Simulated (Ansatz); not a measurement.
# Work function of Ta(110): what the settings cost and change

Aim: the numerical settings behind the work function of Ta(110), with the cost of each.

Main program and level: Ansatz 0.2.0; plane-wave DFT, PBE, Ansatz PAW.

**What experiment says.**

For Ta (clean (110) face, a compiled value), “Anisotropic work function of elemental crystals” (2019, arxiv:1902.07811) quotes earlier work: work function (clean (110) face, a compiled value) 4.74 eV.

Most raw output is cut from this account.

**1. The structure**

The cell holds 7 atoms: 7 Ta. Cell: a = 2.867 Å, b = 2.867 Å, c = 32.043 Å, α = 90.0°, β = 90.0°, γ = 70.5°. Vacuum lies along c.

**2. Slab, setting cutoff 200 eV**

A work function rests on the faint tail of the density, so the SCF threshold is tight. The cutoff is raised first; then mesh and smearing are varied at the default cutoff.

The input, input.yaml:

```yaml
crystal:
  lattice:
    - [2.3405234457, -1.655, 0.0]
    - [2.3405234457, 1.655, 0.0]
    - [0.0, 0.0, 32.0431406744]
  atoms:
    - { symbol: Ta, position: [0.0, 0.0, 0.2808713444] }
    - { symbol: Ta, position: [0.5, 0.5, 0.3539142296] }
    - { symbol: Ta, position: [0.0, 0.0, 0.4269571148] }
    - { symbol: Ta, position: [0.5, 0.5, 0.5] }
    - { symbol: Ta, position: [0.0, 0.0, 0.5730428852] }
    - { symbol: Ta, position: [0.5, 0.5, 0.6460857704] }
    - { symbol: Ta, position: [0.0, 0.0, 0.7191286556] }
kpoints:
  mp_grid: { grid: [15, 15, 1] }
hamiltonian:
  xc: pbe
scf:
  occupations: { method: fermi_dirac, width: 0.1 }
  convergence: { dr2_threshold: 1.0e-09 }
efield:
  axis: 3
  dipole_correction: true
  ramp_position: 0.97
  ramp_width: 0.06
basis:
  ecutwfc: "200 eV"
output:
  write_potential: true
  write_density: true
  volumetric_format: npy
  elf: true
```

Started as:

```sh
> ansatz run input.yaml --threads 2 --pin off --max-ram 3072MiB --backend cpu --events-out ev --progress --plain --runs-dir out
```

Run time: 55 s. Hardware: 2 threads of Arm Neoverse N1, shared host; peak memory 0.52 GiB.

Numbers from this step:

```
energy at zero smearing   : -69514.4946 eV
work function, upper face : 4.834 eV
```

Running mean over 2.341 Å of the planar mean; the ramp of the sawtooth is left out. The electron's electrostatic potential energy less the Fermi level by z:

```
z (Å)  electron's electrostatic potential energy less the Fermi level (eV)
    4                                                                 4.82
    5                                                                 4.79
    6                                                                 4.60
    7                                                                 2.92
    8                                                                -5.23
    9                                                                -10.2
   10                                                                -10.1
   11                                                                -10.1
   12                                                                -10.1
   13                                                                -10.0
   14                                                                -10.0
   15                                                                -10.0
   16                                                                -10.0
   17                                                                -10.0
   18                                                                -10.0
   19                                                                -10.0
   20                                                                -10.1
   21                                                                -10.1
   22                                                                -10.1
   23                                                                -10.2
   24                                                                -5.64
   25                                                                 2.76
   26                                                                 4.58
   27                                                                 4.79
   28                                                                 4.82
```

Valence density in the ca plane at fractional y = 0.000, with atoms of Ta within 0.2 Å of it. It is the smooth field of the valence electrons, not physical close to the nuclei.

Values in e/Å³, 5 rows by 16 columns, each cell a mean:
```
0.4 3.2 2.0 0.2 0.2 0.9 3.8 0.9 0.2 0.3 2.0 3.2 0.2 0.0 0.0 0.0
0.3 0.8 0.5 0.3 0.3 0.3 0.9 0.3 0.3 0.3 0.5 0.8 0.1 0.0 0.0 0.0
0.2 0.3 0.3 0.3 0.3 0.2 0.3 0.2 0.3 0.3 0.3 0.3 0.1 0.0 0.0 0.0
0.3 1.5 0.9 0.3 0.3 0.4 1.8 0.4 0.3 0.3 0.9 1.5 0.1 0.0 0.0 0.0
0.4 3.5 2.4 0.2 0.2 1.1 4.0 1.1 0.2 0.3 2.3 3.5 0.3 0.0 0.0 0.0
```
Columns run along c (16.0 Å, from fractional 0.38 to 0.88 of the cell), rows up along a (2.9 Å). Atoms in or near the plane, at fractional coordinates: Ta at (0.43, 0.00), Ta at (0.57, 0.00), Ta at (0.72, 0.00).

ELF in the ca plane at fractional y = 0.000, with atoms of Ta within 0.2 Å of it. It is the smooth field of the valence electrons, not physical close to the nuclei.

Values, 5 rows by 16 columns, each cell a mean:
```
0.34 0.56 0.47 0.41 0.41 0.38 0.58 0.38 0.41 0.45 0.47 0.58 0.16 0.05 0.00 0.00
0.41 0.32 0.30 0.42 0.38 0.34 0.35 0.34 0.38 0.42 0.31 0.34 0.22 0.09 0.00 0.00
0.47 0.32 0.38 0.43 0.38 0.43 0.29 0.44 0.39 0.40 0.39 0.33 0.33 0.12 0.00 0.00
0.37 0.45 0.34 0.41 0.38 0.32 0.52 0.32 0.38 0.43 0.35 0.47 0.16 0.08 0.00 0.00
0.36 0.47 0.48 0.41 0.43 0.42 0.44 0.41 0.42 0.46 0.47 0.49 0.18 0.04 0.00 0.00
```
Columns run along c (16.0 Å, from fractional 0.38 to 0.88 of the cell), rows up along a (2.9 Å). Atoms in or near the plane, at fractional coordinates: Ta at (0.43, 0.00), Ta at (0.57, 0.00), Ta at (0.72, 0.00).

Electrostatic potential energy in the ca plane at fractional y = 0.000, with atoms of Ta within 0.2 Å of it. With pseudopotentials it is smooth inside the atoms' cores, unlike the true potential.

Values in eV, 5 rows by 16 columns, each cell a mean:
```
  3 -42 -24   8   8  -7 -49  -7   8   8 -25 -42   3  11  12  12
  7  -6   0   7   6   5  -9   5   6   7  -1  -7   8  12  12  12
  8   4   6   7   6   8   3   8   6   7   6   4  10  12  12  12
  6 -17  -7   7   7   1 -21   1   7   7  -8 -18   6  11  12  12
  2 -49 -30   8   8 -10 -58 -10   8   8 -31 -50   1  11  12  12
```
Columns run along c (16.0 Å, from fractional 0.38 to 0.88 of the cell; values clipped at the 3rd and 97th percentile), rows up along a (2.9 Å). Atoms in or near the plane, at fractional coordinates: Ta at (0.43, 0.00), Ta at (0.57, 0.00), Ta at (0.72, 0.00).

The work function is 4.834 eV.

**3. Slab**

input.yaml: that of step 2 with these lines changed.

```diff
@@ -26,3 +26,3 @@
 basis:
-  ecutwfc: "200 eV"
+  ecutwfc: "300 eV"
 output:
@@ -31,2 +31 @@
   volumetric_format: npy
-  elf: true
```

The job ended after 92 s (2 threads; peak memory 0.73 GiB; 2.6 min of CPU time).

The work function is 4.789 eV, -0.045 eV from the run “cutoff 200 eV”, at 1.6 times its CPU time.

**4. Slab**

input.yaml: that of step 3 with these lines changed.

```diff
@@ -26,3 +26,3 @@
 basis:
-  ecutwfc: "300 eV"
+  ecutwfc: "420 eV"
 output:
```

Run time: 2.3 min. Hardware: 2 threads; peak memory 1.1 GiB; 4 min of CPU time.

The work function is 4.789 eV, -0.046 eV from the run “cutoff 200 eV”, at 2.4 times its CPU time.

**5. Run**

input.yaml: that of step 4 with these lines changed.

```diff
@@ -26,3 +26,3 @@
 basis:
-  ecutwfc: "420 eV"
+  ecutwfc: "600 eV"
 output:
```

The job ended after 3.9 min (2 threads; peak memory 1.6 GiB; 6.7 min of CPU time).

The work function is 4.789 eV, +0.000 eV from the run “cutoff 420 eV”, at 1.7 times its CPU time.

**6. Slab**

input.yaml: that of step 5 with these lines changed.

```diff
@@ -14,3 +14,3 @@
 kpoints:
-  mp_grid: { grid: [15, 15, 1] }
+  mp_grid: { grid: [3, 3, 1] }
 hamiltonian:
@@ -25,4 +25,2 @@
   ramp_width: 0.06
-basis:
-  ecutwfc: "600 eV"
 output:
```

It took 13 s on 2 threads; peak memory 0.43 GiB.

The work function is 4.917 eV, +0.128 eV from the run “cutoff 420 eV”, at 0.062 times its CPU time.

**7. Run**

input.yaml: that of step 6 with these lines changed.

```diff
@@ -14,3 +14,3 @@
 kpoints:
-  mp_grid: { grid: [3, 3, 1] }
+  mp_grid: { grid: [5, 5, 1] }
 hamiltonian:
```

Elapsed: 23 s, on 2 threads; peak memory 0.48 GiB; 33 s of CPU time.

The work function is 4.783 eV, -0.006 eV from the run “cutoff 420 eV”, at 0.14 times its CPU time.

**8. Slab**

input.yaml: that of step 7 with these lines changed.

```diff
@@ -14,3 +14,3 @@
 kpoints:
-  mp_grid: { grid: [5, 5, 1] }
+  mp_grid: { grid: [10, 10, 1] }
 hamiltonian:
```

The job ended after 68 s (2 threads; peak memory 0.7 GiB).

The work function is 4.799 eV, +0.010 eV from the run “cutoff 420 eV”, at 0.48 times its CPU time.

**9. Slab**

input.yaml: that of step 8 with these lines changed.

```diff
@@ -14,3 +14,3 @@
 kpoints:
-  mp_grid: { grid: [10, 10, 1] }
+  mp_grid: { grid: [22, 22, 1] }
 hamiltonian:
```

Run time: 4.6 min. Hardware: 2 threads; peak memory 1.8 GiB.

The work function is 4.789 eV, +0.000 eV from the run “cutoff 420 eV”, at 2.0 times its CPU time.

**10. Run**

input.yaml: that of step 9 with these lines changed.

```diff
@@ -14,3 +14,3 @@
 kpoints:
-  mp_grid: { grid: [22, 22, 1] }
+  mp_grid: { grid: [15, 15, 1] }
 hamiltonian:
@@ -18,3 +18,3 @@
 scf:
-  occupations: { method: fermi_dirac, width: 0.1 }
+  occupations: { method: gaussian, width: 0.05 }
   convergence: { dr2_threshold: 1.0e-09 }
```

It took 2.1 min on 2 threads; peak memory 1.1 GiB.

The work function is 4.806 eV, +0.018 eV from the run “cutoff 420 eV”, at 0.94 times its CPU time.

**11. Slab**

input.yaml: that of step 10 with these lines changed.

```diff
@@ -18,3 +18,3 @@
 scf:
-  occupations: { method: gaussian, width: 0.05 }
+  occupations: { method: methfessel_paxton, width: 0.2 }
   convergence: { dr2_threshold: 1.0e-09 }
```

It took 2.4 min on 2 threads; peak memory 1.1 GiB; 4.1 min of CPU time.

The work function is 4.808 eV, +0.019 eV from the run “cutoff 420 eV”, at 1.0 times its CPU time.

**12. Run**

input.yaml: that of step 11 with these lines changed.

```diff
@@ -18,3 +18,3 @@
 scf:
-  occupations: { method: methfessel_paxton, width: 0.2 }
+  occupations: { method: fermi_dirac, width: 0.3 }
   convergence: { dr2_threshold: 1.0e-09 }
```

Run time: 2.5 min. Hardware: 2 threads; peak memory 1.2 GiB.

The work function is 4.699 eV, -0.090 eV from the run “cutoff 420 eV”, at 1.1 times its CPU time.

**13. Run**

input.yaml: that of step 12 with these lines changed.

```diff
@@ -18,3 +18,3 @@
 scf:
-  occupations: { method: fermi_dirac, width: 0.3 }
+  occupations: { method: cold, width: 0.1 }
   convergence: { dr2_threshold: 1.0e-09 }
```

Elapsed: 2.2 min, on 2 threads; peak memory 1.1 GiB; 3.9 min of CPU time.

The work function is 4.799 eV, +0.010 eV from the run “cutoff 420 eV”, at 0.99 times its CPU time.

**14. Comparing the runs**

Times are for 2 threads of Arm Neoverse N1, shared host. Results by setting:

```
no.                            setting  work function, upper face (eV)     time  memory (GiB)
  1                      cutoff 200 eV                           4.834     55 s          0.52
  2                      cutoff 300 eV                           4.789     92 s          0.73
  3                      cutoff 420 eV                           4.789  2.3 min           1.1
  4                      cutoff 600 eV                           4.789  3.9 min           1.6
  5                           mesh 3x3                           4.917     13 s          0.43
  6                           mesh 5x5                           4.783     23 s          0.48
  7                         mesh 10x10                           4.799     68 s           0.7
  8                         mesh 22x22                           4.789  4.6 min           1.8
  9          Gaussian smearing 0.05 eV                           4.806  2.1 min           1.1
 10  methfessel_paxton smearing 0.2 eV                           4.808  2.4 min           1.1
 11        fermi_dirac smearing 0.3 eV                           4.699  2.5 min           1.2
 12               cold smearing 0.1 eV                           4.799  2.2 min           1.1
```

**15. Varying the input**

An input spoilt on purpose, to show how the run answers: it repeats the earlier run “cutoff 200 eV” with efield.ramp_width from 0.06 to 0.9, and scf.max_iter set to 75; its output block differs too.

input.yaml: that of step 13 with these lines changed.

```diff
@@ -18,4 +18,5 @@
 scf:
-  occupations: { method: cold, width: 0.1 }
+  occupations: { method: fermi_dirac, width: 0.1 }
   convergence: { dr2_threshold: 1.0e-09 }
+  max_iter: 75
 efield:
@@ -24,3 +25,5 @@
   ramp_position: 0.97
-  ramp_width: 0.06
+  ramp_width: 0.9
+basis:
+  ecutwfc: "200 eV"
 output:
```

Wall time 0.68 s (2 threads); peak memory 0.28 GiB.

The input was rejected at the start.

The program's message: “Error: efield: ion 0 (Ta) at fractional coordinate 0.2809 along the field axis lies inside the sawtooth ramp with 2 of the planes that the density is read on at each end, [0.9567, 0.8833] — the ramp m …”

The fault put into the input: a ramp so wide that it reaches the atoms.

**16. Summary of results**

```json
{
 "work function, cutoff 420 eV": "4.789 eV",
 "work function, cutoff 600 eV": "4.789 eV",
 "work function, mesh 3x3": "4.917 eV",
 "work function, fermi_dirac smearing 0.3 eV": "4.699 eV"
}
```

What this shows: The run at the highest cutoff gives 4.79 eV, and the settings tried spread the value from 4.70 to 4.92 eV. Against 600 eV, a cutoff of 200 eV is off by +0.045 eV. Against 600 eV, a cutoff of 420 eV is off by -0.000 eV. Against the finest mesh, 22 points along a, the coarser ones are off by +0.13 (3), -0.01 (5) and +0.01 (10) eV. The smearing schemes and widths spread it over 0.11 eV. The ladder's slabs use the tabulated experimental lattice constant (two decimals; a low-temperature value for the alkali metals). In 1 run of the series (cutoff 200 eV) the program warns that electrons reach the sawtooth's ramp, which makes dipole and work function less sure.

Comparison with the measured values:

| quantity | measured | cutoff 600 eV |
| --- | --- | --- |
| work function (clean (110) face, a compiled value) (eV) | 4.74 | 4.79 (+0.05 eV) |

Measured values from arxiv:1902.07811 (2019).

**Verdict.** The work function is off by +0.05 eV: good agreement. The grades are ours: good and fair within 3 and 7 % for the work function. No cell relaxation is part of this session.

[Logs are printed without paths, hosts, clocks, repeated set-up lines and the standing remarks that a program may print on its own settings, such as how far it seeks lower states.]

[Hosts, paths, dates, database ids (printed as entryN), source tags and the programs' standing remarks are cut or masked in the printed files.]

[Maps of the electrostatic potential energy from Ansatz leave out the sawtooth potential of an applied field or a dipole correction, so their vacuum need not be flat; planar profiles and work functions include it.]
